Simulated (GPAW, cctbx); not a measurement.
## How far are the atoms of ZrBiPd6 from free atoms?

Question: by how much does bonding change the X-ray structure factors of ZrBiPd6, how firmly does DFT give the change, and what does a routine refinement make of it?

The start was made by putting kin elements into a known structure type; the compound need not exist, or be stable, in this form. All numbers below are calculated.

**1. Relax the structure**

The density hangs on the geometry, so cell and atoms are relaxed first, with the symmetry held. The cutoff is set higher than for the density because stress converges slowly with plane waves.

Settings: GPAW 26.7.0, PBE, 570 eV, 5×5×3 k-points (along the axes of the calculation cell), Fermi–Dirac width 0.1 eV, BFGS to 0.03 eV/Å.

```text
cell
1.0
     4.060000000    0.000000000    0.000000000
     0.000000000    4.060000000    0.000000000
     0.000000000    0.000000000    8.112000000
Bi Pd Zr
1 6 1
Direct
0.000000000 0.000000000 0.500000000
0.000000000 0.500000000 0.757300000
0.000000000 0.500000000 0.242700000
0.500000000 0.000000000 0.757300000
0.500000000 0.000000000 0.242700000
0.500000000 0.500000000 0.500000000
0.500000000 0.500000000 0.000000000
0.000000000 0.000000000 0.000000000
```

```console
$ OMP_NUM_THREADS=1 mpirun -n 4 gpaw python run.py > gpaw.log
```

```text
BFGS:    0      -39.627922        0.304842
BFGS:    1      -39.635602        0.287128
BFGS:    2      -39.672301        0.129940
BFGS:    3      -39.672892        0.111950
...
BFGS:    7      -39.674864        0.042374
BFGS:    8      -39.674966        0.036523
BFGS:    9      -39.675113        0.026637
cell  4.0792 4.0792 8.1948  90.00 90.00 90.00
volume 136.363 A^3, largest force 0.026 eV/A, largest stress 0.24 GPa
```

After 9 steps the volume has changed by +2.0 % and the energy by -0.047 eV; the largest stress left is 0.24 GPa. It took 3.6 min on 4 cores of Arm Neoverse V2 (shared host), peak memory 1.3 GiB.

Relaxed structure: P4/mmm (no. 123), a = 4.0792 Å, b = 4.0792 Å, c = 8.1948 Å, α = 90.00°, β = 90.00°, γ = 90.00°.

```
atom  mult.    x    y       z
 Bi1      1    0    0     1/2
 Pd1      4    0  1/2  0.7622
 Pd2      1  1/2  1/2     1/2
 Pd3      1  1/2  1/2       0
 Zr1      1    0    0       0
```

**2. The all-electron density**

X-rays see the whole electron density, so the PAW density is rebuilt with its core regions. Subtracting spherical free atoms from the same code cancels the cores and leaves the deformation density Δρ, the part due to bonding.

Settings: PBE, 450 eV, 6×6×3 k-points (along the axes of the calculation cell), Fermi–Dirac width 0.1 eV; primitive cell of 8 atoms.

```console
$ OMP_NUM_THREADS=1 mpirun -n 4 gpaw python run.py > gpaw.log
```

```text
|iter:   1|       0s |  -51.194336 | +0.52 |       |
|iter:   2|       2s |  -45.449199 | -0.88 | -0.88 |
|iter:   3|       3s |  -42.698989 | -0.63 | -1.03 |
...
|iter:  15|      23s |  -39.530921c| -6.89 | -5.43c|
|iter:  16|      25s |  -39.530920c| -7.35 | -5.67c|
|iter:  17|      25s |  -39.530920c| -7.55c| -6.14c|
```

```text
grid (40, 40, 84)  electrons 399.000  moved by bonding 2.828 e
deformation density beyond 0.5 A of the nuclei: max 0.061, min -0.248 e/A^3
atom        x       y       z   Voronoi charge  moment
Bi1    0.0000  0.0000  0.5000     -0.024       0.00
Pd2    0.0000  0.5000  0.7622      0.015       0.00
Pd3    0.0000  0.5000  0.2378      0.015       0.00
Pd4    0.5000  0.0000  0.7622      0.015       0.00
Pd5    0.5000  0.0000  0.2378      0.015       0.00
Pd6    0.5000  0.5000  0.5000     -0.005       0.00
Pd7    0.5000  0.5000  0.0000      0.041       0.00
Zr8    0.0000  0.0000  0.0000     -0.073       0.00
mean inner potential of superposed free atoms 25.556 V
total magnetic moment 0.000 muB
```

Deformation density in a plane through the shortest contact of the Pd atom at the origin, in 0.01 e/Å³ (clipped at ±99); x from -1.6 to 4.4 Å, y from 2.4 down to -2.4 Å:

```text
  4   1 -10   5 -16 -16  -2   5   3  -9 -14   1  -9  -4   4   3
  4   3  -3  -9 -11  -4   3   4   4   0  -8 -11  -5   1   4   4
  4   3   3   3   4   5   4   3   4   4   4   4   4   4   4   4
  4   4   3   4   4   4   4   3   3   4   4   3   3   3   3   4
  4   3  -1  -8 -12  -6   2   4   4   1  -7 -13  -8  -1   3   3
  4   2  -8  -2   . -14  -6   4   4  -7 -19   .  -1  -8   3   3
  4   2 -12   .   .   . -12   4   3 -12   .   .   . -13   3   4
  4   3  -7 -11   .  -3  -7   3   3  -8  -3   . -19  -7   4   5
  3   2   0  -7 -12  -8  -1   3   3  -1  -8 -13  -8   1   4   4
  2   2   2   2   2   3   3   4   3   3   3   3   4   4   3   3
  1   2   3   4   4   4   4   4   4   4   4   4   4   4   4   3
  2   2   2  -2  -4  -2   2   4   4   2  -5 -11  -8   0   4   4
  3   3  -3  -9 -14 -11  -4   3   4  -4  -9   1 -14  -9   2   5
```

Atoms in or within 0.15 Å of the plane: Pd (0.0, 0.0), Pd (2.8, 0.0) Å. Dots mark points within about 0.45 Å of a nucleus; large values next to them are atomic features.

Zr gains most (-0.07 e) and Pd loses most (+0.02 e), in averages over each element's sites, which isn't the order of electronegativity: valence and coordination count too, and Voronoi cells cut space at the midplane whatever the atoms' sizes. Along the shortest contact from the Pd atom at the map's origin, Pd–Pd at 2.82 Å, Δρ is +0.05 e/Å³ at the midpoint: little piles up between the atoms, as is usual in a metallic crystal, which this run finds. At the midpoints of other shortest contacts it is +0.05 (Pd–Zr, 2.82 Å) and +0.03 (Bi–Pd, 2.88 Å) e/Å³. Point values carry grid noise of about 0.01 e/Å³. The run needed 17 iterations, 34 s.

**3. From the density to structure factors**

The Fourier components of Δρ, added to those of the free atoms, give the static X-ray structure factors; the Mott–Bethe relation turns them into the Fourier components V of the potential that fast electrons feel.

```text
static structure factors of the conventional cell: F in electrons, V (Mott-Bethe) in volts
   h  k  l      d  |F| table  |F| free   |F| DFT   change   |V| free  |V| DFT  change %
   0  0  1  8.1948    28.973    28.929    28.778   -0.151     0.071    0.271    279.7
   0  0  2  4.0974    29.826    30.031    30.321    0.289     1.767    1.603     -9.2
   1  0  0  4.0792    27.840    28.051    28.324    0.274     1.650    1.497     -9.3
   1  0  1  3.6518    41.059    40.981    40.896   -0.085     0.905    0.943      4.2
   1  0  2  2.8908    27.169    27.298    27.661    0.363     1.040    0.938     -9.8
   1  1  0  2.8844    27.167    27.294    27.641    0.347     1.036    0.939     -9.4
   0  0  3  2.7316    74.425    74.337    74.361    0.024     2.668    2.662     -0.2
   1  1  1  2.7208    51.165    51.122    51.194    0.072     1.488    1.470     -1.2
   1  1  2  2.3586   317.548   317.217   315.518   -1.699    14.889   15.206      2.1
   1  0  3  2.2697    38.098    38.109    38.176    0.068     0.847    0.835     -1.4
   0  0  4  2.0487   297.338   297.151   295.728   -1.423    13.156   13.357      1.5
   2  0  0  2.0396   303.295   303.108   301.683   -1.425    13.409   13.608      1.5
   1  1  3  1.9834     5.798     5.829     6.060    0.231     0.635    0.666      4.8
   2  0  1  1.9792    26.483    26.503    26.638    0.135     0.315    0.298     -5.6
```

The largest X-ray change is -1.70 e on 112, 0.5 % of |F|. For electrons V goes as (Z − F)/g², so a change of F counts against Z − F, which is small at low angle and wherever the atoms' terms cancel: |V| of 102 moves by -9.8 % (1.04 to 0.94 V) against +1.3 % in |F|. The last three rows still change by up to 1.43 e; the table stops while the angles are still low. The tabulated Hartree–Fock atoms differ from the free DFT atoms by up to 0.33 e, so the choice of reference atom matters too.

**4. Convergence**

Cutoff and k-mesh: one is changed at a time, to find what the result needs.

| run | ΔF 112 (e) | ΔF 200 (e) | ΔF 004 (e) | q(Zr) (e) | moved (e) | time |
| --- | --- | --- | --- | --- | --- | --- |
| 450 eV 6×6×3 | -1.699 | -1.425 | -1.423 | -0.073 | 2.828 | 34 s |
| 250 eV 6×6×3 | -1.764 | -1.479 | -1.474 | -0.065 | 3.104 | 17 s |
| 350 eV 6×6×3 | -1.714 | -1.439 | -1.436 | -0.074 | 2.855 | 29 s |
| 750 eV 6×6×3 | -1.699 | -1.424 | -1.422 | -0.081 | 2.846 | 85 s |
| 450 eV 2×2×1 | -1.690 | -1.449 | -1.280 | -0.041 | 2.798 | 13 s |
| 450 eV 3×3×2 | -1.694 | -1.421 | -1.373 | -0.074 | 2.813 | 16 s |

Within 0.03 e of the base on all three: 350 eV 6×6×3 and 750 eV 6×6×3. The largest error, 0.143 e, comes with 450 eV 2×2×1. Times are from shared hosts.

**5. What a spherical-atom refinement makes of it**

Routine crystallography fits spherical atoms. To see the bias, intensities are simulated from tabulated atoms plus the DFT change ΔF, so that bonding alone can misfit (4572 reflections of the full sphere, merged to the counts below, to 0.5 Å, 0.5 % proportional noise plus counting noise, assumed isotropic U as listed, Δρ smeared by the mean U) and refined with cctbx over different ranges.

| range | data | R1 | GooF | U Bi1 (true 0.0025) | U Pd1 (true 0.0031) | U Pd2 (true 0.0031) | U Pd3 (true 0.0031) | largest shift (Å) | Δρ max, min (e/Å³) |
| --- | --- | --- | --- | --- | --- | --- | --- | --- | --- |
| all data | 398 | 0.0044 | 1.01 | 0.0025 | 0.0031 | 0.0031 | 0.0031 | 0.0000 | 0.60, -0.51 |
| low resolution, d > 0.84 | 99 | 0.0037 | 1.02 | 0.0023 | 0.0029 | 0.0029 | 0.0029 | 0.0001 | 0.24, -0.25 |
| high order, d < 0.75 | 261 | 0.0046 | 0.98 | 0.0025 | 0.0031 | 0.0031 | 0.0031 | 0.0000 | 0.37, -0.38 |
| occupancies free, d > 0.7 | 162 | 0.0041 | 1.04 | 0.0025 | 0.0029 | 0.0031 | 0.0030 | 0.0000 | 0.23, -0.28 |

With all data GooF is 1.01, so at this noise the bonding hardly shows; the top residual peak lies 1.71 Å from Pd and 2.05 Å from Pd. No U is off by more than 3 s.u. at low resolution. With Bi1 held at 1 and the scale free, the other occupancies refine to Pd1 0.997(0.001), Pd2 1.000(0.002), Pd3 0.997(0.002) and Zr1 0.999(0.002), on sites that are all full: they absorb part of the misfit, and only ratios to the fixed site mean anything.

**6. Answer**

Bonding moves 2.83 e in the primitive cell of ZrBiPd6 and changes the structure factors of the conventional cell in the table above by at most 1.70 e (112, 0.5 %), and among reflections above 2 % of the strongest by up to 1.3 % (102). The shortest bond, Pd–Pd, has Δρ = +0.05 e/Å³ at its midpoint, with no localised bond charge. Within 0.03 e of the base on all three: 350 eV 6×6×3 and 750 eV 6×6×3. The largest error, 0.143 e, comes with 450 eV 2×2×1. With all data GooF is 1.01, so at this noise the bonding hardly shows. Limits: static density, frozen cores, no spin–orbit coupling.

[Outputs are excerpts: Python notices, other lines and further rows are left out; steps that failed or that the build refused (PBEsol, TPSS) are not shown.]

[Logs are printed without paths, hosts, clocks, repeated set-up lines and the standing remarks that a program may print on its own settings, such as how far it seeks lower states.]
